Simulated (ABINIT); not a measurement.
# Cs2AgSbBr6 (Fm-3m): bands and cutoff in G0W0 with ABINIT

Aim: raise bands and screening cutoff together for Cs2AgSbBr6 (Fm-3m) and follow gap and time.

Method: PBEsol and many-body steps on it, plane waves, in ABINIT 10.8.3.

## (1) The structure

Symmetry: Fm-3m, No. 225, cubic system. Conventional cell: a = 11.379 Å, b = 11.379 Å, c = 11.379 Å, α = 90.00°, β = 90.00°, γ = 90.00°. Nearest to Cs lie 12 Br at 4.02 Å. Ag has 6 Br at 2.86 Å nearest. Nearest to Sb lie 6 Br at 2.83 Å. Nearest to Br lie 1 Sb at 2.83 Å and 1 Ag at 2.86 Å and 4 Cs at 4.02 Å. Farther neighbours and most contacts between anions are not listed.

The cell and positions are those that the Materials Project relaxed with its own functionals (PBE, PBE+U or r2SCAN), kept fixed. Spin-orbit coupling is left out unless a step names it.

## (2) Empty states on the mesh, 2×2×2 mesh, 362 bands

This step: ABINIT 10.8.3; DFT, PBEsol, plane waves, norm-conserving pseudopotentials.

The sums over transitions need many empty states on a uniform mesh; this step solves for them.

The input, run.abi:

```
acell 3*1.0 Angstrom
rprim 
  0.000000000000 5.689253000000 5.689253000000
  5.689253000000 0.000000000000 5.689253000000
  5.689253000000 5.689253000000 0.000000000000
ntypat 4
znucl 55 47 51 35
natom 10
typat 1 1 2 3 4 4 4 4 4 4
xred 
  0.750000000000 0.750000000000 0.750000000000
  0.250000000000 0.250000000000 0.250000000000
  0.500000000000 0.500000000000 0.500000000000
  0.000000000000 0.000000000000 0.000000000000
  0.751554000000 0.248446000000 0.248446000000
  0.248446000000 0.248446000000 0.751554000000
  0.248446000000 0.751554000000 0.751554000000
  0.248446000000 0.751554000000 0.248446000000
  0.751554000000 0.248446000000 0.751554000000
  0.751554000000 0.751554000000 0.248446000000
pp_dirpath "pseudos"
pseudos "Cs.upf, Ag.upf, Sb.upf, Br.upf"
ecut 40
ngkpt 2 2 2
nshiftk 1
shiftk 0 0 0
kptopt 1
chksymbreak 0
iscf -2
irdden 1
istwfk *1
nband 362
nbdbuf 32
tolwfr 1e-09
nstep 60
prtvol 0
indata_prefix "in"
outdata_prefix "out"
tmpdata_prefix "tmp"
```

Command:

```sh
> OMP_NUM_THREADS=2 mpirun -n 3 abinit run.abi > log
```

Numbers of over 12 decimals in the logs are rounded to 6 here.

What it wrote:

```text
.Version 10.8.3 of ABINIT. v10.8.2 released Aug 2026.

 Symmetries : space group Fm -3 m (#225); Bravais cF (face-center cubic)
[... echo of the input left out ...]
== DATASET  1 ==================================================================
-   mpi_nproc: 3, omp_nthreads: 2 (-1 if OMP is not activated)

--- !DatasetInfo
iteration_state: {dtset: 1, }
dimensions: {natom: 10, nkpt: 3, mband: 362, nsppol: 1, nspinor: 1, nspden: 1, mpw: 30155, }
cutoff_energies: {ecut:  40.0, pawecutdg:  -1.0, }
[...]
1.61688    1.61905    1.61908    1.61914    1.62214    1.62216    1.63405    1.63417
   1.63478    1.64807    1.64862    1.65009    1.65198    1.65262    1.65501    1.66379
   1.66582    1.66758
 prteigrs : prtvol=0 or 1, do not print more k-points.

== END DATASET(S) ==============================================================
================================================================================

 -outvars: echo values of variables after computation  --------
            nband         362
             nkpt           3
          spgroup         225
 [... the other variables as echoed above ...]

 Calculation completed.
```

Elapsed: 12 min, on 3 MPI ranks of Arm Neoverse V1, shared host; peak memory 1.3 GiB.

Numbers from this step:

```
gap                                                           : 0.8123 eV
k of the valence top                                          : 0.5, 0.5, 0
k of the conduction bottom                                    : 0.5, 0, 0
least direct gap                                              : 1.981 eV
k points computed                                             : 3
lowest point of the top converged band, above the valence top : 38.86 eV
```

On this mesh the gap is 0.812 eV.

The density comes from a self-consistent run that is not shown.

## (3) Screening, 2×2×2 mesh, 112 bands, screening to 62.6 eV

The RPA dielectric matrix is built and inverted for each q.

This step: RPA screening on PBEsol, plane waves, norm-conserving pseudopotentials.

Edit run.abi of step 2 so:

```diff
@@ -28,10 +28,11 @@
 chksymbreak 0
-iscf -2
-irdden 1
 istwfk *1
-nband 362
-nbdbuf 32
-tolwfr 1e-09
-nstep 60
-prtvol 0
+occopt 1
+irdwfk 1
+optdriver 3
+nband 112
+ecuteps 2.3
+inclvkb 2
+awtr 1
+symchi 1
 indata_prefix "in"
```

Command:

```sh
> OMP_NUM_THREADS=1 mpirun -n 8 abinit run.abi > log
```

What it wrote:

```text
.Version 10.8.3 of ABINIT. v10.8.2 released Aug 2026.

 Symmetries : space group Fm -3 m (#225); Bravais cF (face-center cubic)
[... echo of the input left out ...]
== DATASET  1 ==================================================================
-   mpi_nproc: 8, omp_nthreads: 1 (-1 if OMP is not activated)

--- !DatasetInfo
iteration_state: {dtset: 1, }
dimensions: {natom: 10, nkpt: 3, mband: 112, nsppol: 1, nspinor: 1, nspden: 1, mpw: 30155, }
cutoff_energies: {ecut:  40.0, pawecutdg:  -1.0, }
electrons: {nelect:   1.62000000E+02, charge:   0.00000000E+00, occopt:   1.00000000E+00, tsmear:   1.00000000E-02, }

 SCREENING: Calculation of the susceptibility and dielectric matrices

 Based on a program developped by R.W. Godby, V. Olevano, G. Onida, and L. Reining.
 Incorporated in ABINIT by V. Olevano, G.-M. Rignanese, and M. Torrent.
.Using double precision arithmetic ; gwpc =  8

[... cell and pseudopotentials left out ...]
--------------------------------------------------------------------------------

 ==== K-mesh for the wavefunctions ====
 Number of points in the irreducible wedge :     3
[... list of points left out ...]
 Together with 48 symmetry operations and time-reversal symmetry
 yields     8 points in the full Brillouin Zone.

 ==== Q-mesh for the screening function ====
 Number of points in the irreducible wedge :     3
[... list of points left out ...]
 Together with 48 symmetry operations and time-reversal symmetry
 yields     8 points in the full Brillouin Zone.

 setmesh: FFT mesh size selected  =    54x   54x   54
          total number of points  =       157464

 vcoul_init : cutoff-mode = AUXILIARY_FUNCTION
 q-points for optical limit:   1
     1)      0.000010    0.000020    0.000030

- screening: taking advantage of time-reversal symmetry
- Maximum band index for partially occupied states nbvw = 81
- Remaining bands to be divided among processors   nbcw = 31
- Number of bands treated by each node ~3

 Number of electrons calculated from density =  162.0000; Expected =  162.0000
 average of density, n =  0.065181
 r_s =    1.5415
 omega_plasma =   24.6273 [eV]

 calculating chi0 at frequencies [eV] :
  1    0.000000E+00    0.000000E+00
  2    0.000000E+00    2.462731E+01

--------------------------------------------------------------------------------
  q-point number  1        q = ( 0.000000, 0.000000, 0.000000) [r.l.u.]
--------------------------------------------------------------------------------
[... chi0 elements left out ...]
 For q-point:  0.000010 0.000020 0.000030
  dielectric constant =   6.4228
  dielectric constant without local fields =   7.4959

  Average fulfillment of the sum rule on Im[epsilon] for q-point    1 :     13.33  [%]
[... wings left out ...]
  q-point number  2        q = ( 0.500000, 0.000000, 0.000000) [r.l.u.]
--------------------------------------------------------------------------------
[... chi0 elements left out ...]
  Average fulfillment of the sum rule on Im[epsilon] for q-point    2 :     18.09  [%]

 [... 1 further q-points ...]
```

Elapsed: 70 s, on 8 MPI ranks; peak memory 11 GiB.

Numbers from this step:

| Property | Result |
| --- | --- |
| ε∞ with local fields, on this mesh, along the program's q direction | 6.423 |
| the same without local fields | 7.496 |
| plasma frequency | 24.63 eV |
| plane waves in the screening matrix | 411 |

Local fields lower ε∞ by 14 %. On a Γ-centred mesh this coarse the value itself is usually too large, while a short band sum pulls it down.

## (4) 112 bands, 62.6 eV

The self-energy is evaluated for the states that the input lists, and the levels follow from it, in one-shot runs by the linearised quasiparticle equation.

This step: G0W0 on PBEsol, plane waves, norm-conserving pseudopotentials.

Edit run.abi of step 3 so:

```diff
@@ -31,8 +31,19 @@
 irdwfk 1
-optdriver 3
+optdriver 4
 nband 112
+gwcalctyp 0
+ecutsigx 40
+symsigma 1
+nkptgw 3
+kptgw 
+  0.5000000000 0.5000000000 0.0000000000
+  0.5000000000 0.0000000000 0.0000000000
+  0.0000000000 0.0000000000 0.0000000000
+bdgw 
+  80 83
+  79 84
+  80 84
 ecuteps 2.3
-inclvkb 2
-awtr 1
-symchi 1
+irdscr 1
+ppmodel 1
 indata_prefix "in"
```

What it wrote:

```text
.Version 10.8.3 of ABINIT. v10.8.2 released Aug 2026.

 Symmetries : space group Fm -3 m (#225); Bravais cF (face-center cubic)
[... echo of the input left out ...]
== DATASET  1 ==================================================================
-   mpi_nproc: 8, omp_nthreads: 1 (-1 if OMP is not activated)

--- !DatasetInfo
iteration_state: {dtset: 1, }
dimensions: {natom: 10, nkpt: 3, mband: 112, nsppol: 1, nspinor: 1, nspden: 1, mpw: 30155, }
cutoff_energies: {ecut:  40.0, pawecutdg:  -1.0, }
electrons: {nelect:   1.62000000E+02, charge:   0.00000000E+00, occopt:   1.00000000E+00, tsmear:   1.00000000E-02, }

 SIGMA: Calculation of the GW corrections

 Based on a program developped by R.W. Godby, V. Olevano, G. Onida, and L. Reining.
 Incorporated in ABINIT by V. Olevano, G.-M. Rignanese, and M. Torrent.
.Using double precision arithmetic ; gwpc =  8

[... cell and pseudopotentials left out ...]
--------------------------------------------------------------------------------

 ==== K-mesh for the wavefunctions ====
 Number of points in the irreducible wedge :     3
[... list of points left out ...]
 Together with 48 symmetry operations and time-reversal symmetry
 yields     8 points in the full Brillouin Zone.

 ==== Q-mesh for screening function ====
 Number of points in the irreducible wedge :     3
[... list of points left out ...]
 Together with 48 symmetry operations and time-reversal symmetry
 yields     8 points in the full Brillouin Zone.

 vcoul_init : cutoff-mode = AUXILIARY_FUNCTION
 q-points for optical limit:   1
     1)      0.000010    0.000020    0.000030
 setmesh: FFT mesh size selected  =    90x   90x   90
          total number of points  =       729000

 Number of electrons calculated from density =  162.0000; Expected =  162.0000
 average of density, n =  0.065181
 r_s =    1.5415
 omega_plasma =   24.6273 [eV]

 === KS Band Gaps ===
  >>>> For spin  1
   Minimum direct gap =   1.9811 [eV], located at k-point      :   0.5000  0.0000  0.0000
   Fundamental gap    =   0.8120 [eV], Top of valence bands at :   0.5000  0.5000  0.0000
                                       Bottom of conduction at :   0.5000  0.0000  0.0000
 SIGMA fundamental parameters:
 PLASMON POLE MODEL  1
 number of plane-waves for SigmaX                30155
 number of plane-waves for SigmaC and W            411
 number of plane-waves for wavefunctions         30155
 number of bands                                   112
 number of independent spin polarizations            1
 number of spinorial components                      1
 number of k-points in IBZ                           3
 number of q-points in IBZ                           3
 number of symmetry operations                      48
 number of k-points in BZ                            8
 number of q-points in BZ                            8
 number of frequencies for dSigma/dE                 9
 frequency step for dSigma/dE [eV]                0.25
 number of omega for Sigma on real axis              0
 max omega for Sigma on real axis  [eV]           0.00
 zcut for avoiding poles [eV]                     0.10

 EPSILON^-1 parameters (SCR file):
 dimension of the eps^-1 matrix on file            411
 dimension of the eps^-1 matrix used               411
 number of plane-waves for wavefunctions         30155
 number of bands                                   112
 number of q-points in IBZ                           3
 number of frequencies                               2
 number of real frequencies                          1
 number of imag frequencies                          1

 matrix elements of self-energy operator (all in [eV])

 Perturbative Calculation

--- !SelfEnergy_ee
iteration_state: {dtset: 1, }
kpoint     : [   0.500,    0.500,    0.000, ]
spin       : 1
KS_gap     :    2.314
QP_gap     :    4.326
Delta_QP_KS:    2.012
data: !SigmaeeData |
     Band     E0 <VxcDFT>   SigX SigC(E0)      Z dSigC/dE  Sig(E)    E-E0       E
       80   1.001 -19.461 -23.997   3.590   0.761  -0.314 -20.180  -0.720   0.282
       81   1.963 -18.089 -21.343   2.742   0.786  -0.272 -18.491  -0.403   1.561
       82   4.278 -13.163  -9.561  -1.593   0.801  -0.248 -11.554   1.609   5.887
       83   4.278 -13.163  -9.561  -1.593   0.801  -0.248 -11.554   1.609   5.887

--- !SelfEnergy_ee
iteration_state: {dtset: 1, }
kpoint     : [   0.500,    0.000,    0.000, ]
spin       : 1
KS_gap     :    1.981
QP_gap     :    3.994
Delta_QP_KS:    2.012
data: !SigmaeeData |
     Band     E0 <VxcDFT>   SigX SigC(E0)      Z dSigC/dE  Sig(E)    E-E0       E
       79   0.599 -16.308 -20.991   3.568   0.771  -0.297 -17.168  -0.860  -0.261
       80   0.599 -16.308 -20.991   3.568   0.771  -0.297 -17.168  -0.860  -0.261
[...]
--- !SelfEnergy_ee
iteration_state: {dtset: 1, }
kpoint     : [   0.000,    0.000,    0.000, ]
spin       : 1
KS_gap     :    2.843
QP_gap     :    5.174
Delta_QP_KS:    2.330
data: !SigmaeeData |
     Band     E0 <VxcDFT>   SigX SigC(E0)      Z dSigC/dE  Sig(E)    E-E0       E
[...]
82   3.850 -12.395  -8.791  -1.610   0.809  -0.236 -10.782   1.613   5.463
       83   3.850 -12.395  -8.791  -1.610   0.809  -0.236 -10.782   1.613   5.463
       84   3.850 -12.395  -8.791  -1.610   0.809  -0.236 -10.782   1.613   5.463

 New Fermi energy :        1.115793E-01 Ha ,    3.036226E+00 eV

 === QP Band Gaps ===
  >>>> For spin  1
   Minimum direct gap =   3.9936 [eV], located at k-point      :   0.5000  0.0000  0.0000
   Fundamental gap    =   2.9512 [eV], Top of valence bands at :   0.5000  0.5000  0.0000
                                       Bottom of conduction at :   0.5000  0.0000  0.0000

== END DATASET(S) ==============================================================
================================================================================

 -outvars: echo values of variables after computation  --------
           etotal      0.0000000000E+00
            nband         112
             nkpt           3
          spgroup         225
 [... the other variables as echoed above ...]

 Calculation completed.
```

It took 26 s on 8 MPI ranks; peak memory 8.4 GiB; 3.4 min of CPU time.

Numbers from this step:

```yaml
g0w0_gap_on_the_points_computed: 2.951 eV
starting_gap_on_the_mesh: 0.8123 eV
k_of_the_valence_top: 0.5, 0.5, 0
k_of_the_conduction_bottom: 0.5, 0, 0
z_at_the_valence_top: 0.786
z_at_the_conduction_bottom: 0.811
least_direct_g0w0_gap_on_the_computed_points: 3.994 eV
```

The gap on the mesh goes from 0.81 eV to 2.95 eV, a correction of +2.14 eV.

## (5) Screening, 2×2×2 mesh, 182 bands, screening to 114.3 eV

This step: RPA screening on PBEsol, plane waves, norm-conserving pseudopotentials.

Edit run.abi of step 4 so:

```diff
@@ -31,19 +31,8 @@
 irdwfk 1
-optdriver 4
-nband 112
-gwcalctyp 0
-ecutsigx 40
-symsigma 1
-nkptgw 3
-kptgw 
-  0.5000000000 0.5000000000 0.0000000000
-  0.5000000000 0.0000000000 0.0000000000
-  0.0000000000 0.0000000000 0.0000000000
-bdgw 
-  80 83
-  79 84
-  80 84
-ecuteps 2.3
-irdscr 1
-ppmodel 1
+optdriver 3
+nband 182
+ecuteps 4.2
+inclvkb 2
+awtr 1
+symchi 1
 indata_prefix "in"
```

What it wrote:

```text
.Version 10.8.3 of ABINIT. v10.8.2 released Aug 2026.

 Symmetries : space group Fm -3 m (#225); Bravais cF (face-center cubic)
[... echo of the input left out ...]
== DATASET  1 ==================================================================
-   mpi_nproc: 8, omp_nthreads: 1 (-1 if OMP is not activated)

--- !DatasetInfo
iteration_state: {dtset: 1, }
dimensions: {natom: 10, nkpt: 3, mband: 182, nsppol: 1, nspinor: 1, nspden: 1, mpw: 30155, }
cutoff_energies: {ecut:  40.0, pawecutdg:  -1.0, }
electrons: {nelect:   1.62000000E+02, charge:   0.00000000E+00, occopt:   1.00000000E+00, tsmear:   1.00000000E-02, }

 SCREENING: Calculation of the susceptibility and dielectric matrices

 Based on a program developped by R.W. Godby, V. Olevano, G. Onida, and L. Reining.
 Incorporated in ABINIT by V. Olevano, G.-M. Rignanese, and M. Torrent.
.Using double precision arithmetic ; gwpc =  8

[... cell and pseudopotentials left out ...]
--------------------------------------------------------------------------------

 ==== K-mesh for the wavefunctions ====
 Number of points in the irreducible wedge :     3
[... list of points left out ...]
 Together with 48 symmetry operations and time-reversal symmetry
 yields     8 points in the full Brillouin Zone.

 ==== Q-mesh for the screening function ====
 Number of points in the irreducible wedge :     3
[... list of points left out ...]
 Together with 48 symmetry operations and time-reversal symmetry
 yields     8 points in the full Brillouin Zone.

 setmesh: FFT mesh size selected  =    60x   60x   60
          total number of points  =       216000

 vcoul_init : cutoff-mode = AUXILIARY_FUNCTION
 q-points for optical limit:   1
     1)      0.000010    0.000020    0.000030

- screening: taking advantage of time-reversal symmetry
- Maximum band index for partially occupied states nbvw = 81
- Remaining bands to be divided among processors   nbcw = 101
- Number of bands treated by each node ~12

 Number of electrons calculated from density =  162.0000; Expected =  162.0000
 average of density, n =  0.065181
 r_s =    1.5415
 omega_plasma =   24.6273 [eV]

 calculating chi0 at frequencies [eV] :
  1    0.000000E+00    0.000000E+00
  2    0.000000E+00    2.462731E+01

--------------------------------------------------------------------------------
  q-point number  1        q = ( 0.000000, 0.000000, 0.000000) [r.l.u.]
--------------------------------------------------------------------------------
[... chi0 elements left out ...]
 For q-point:  0.000010 0.000020 0.000030
  dielectric constant =   6.5491
  dielectric constant without local fields =   7.7710

  Average fulfillment of the sum rule on Im[epsilon] for q-point    1 :     28.31  [%]
[... wings left out ...]
  q-point number  2        q = ( 0.500000, 0.000000, 0.000000) [r.l.u.]
--------------------------------------------------------------------------------
[... chi0 elements left out ...]
  Average fulfillment of the sum rule on Im[epsilon] for q-point    2 :     32.39  [%]

 [... 1 further q-points ...]
```

Elapsed: 4 min, on 8 MPI ranks; peak memory 15 GiB.

This step gave:

```yaml
eps_infinity_with_local_fields_on_this_mesh_along_the_program_s_q_direction: 6.549
the_same_without_local_fields: 7.771
plasma_frequency: 24.63 eV
plane_waves_in_the_screening_matrix: 965
```

[end of part 1 of 2]

[Paths, hosts, dates, memory and timing lines, banners, echoed tables and standing remarks are left out of the program output.]

[Logs are printed without paths, hosts, clocks, repeated set-up lines and the standing remarks that a program may print on its own settings, such as how far it seeks lower states.]

[Runs of the session that timed out or met a known fault of the program may be left out.]

[Hosts, paths, dates, database ids (printed as entryN), source tags and the programs' standing remarks are cut or masked in the printed files.]

[G0W0 gaps are taken among the corrected bands and points alone; a level outside them can change the order at an edge.]

[Where Ansatz stands beside ABINIT at settings called matched, ABINIT's density can come from a denser mesh and the files from another edition; pairs whose starting gaps differed by over 0.03 eV were left out, so agreement reads better than it is.]
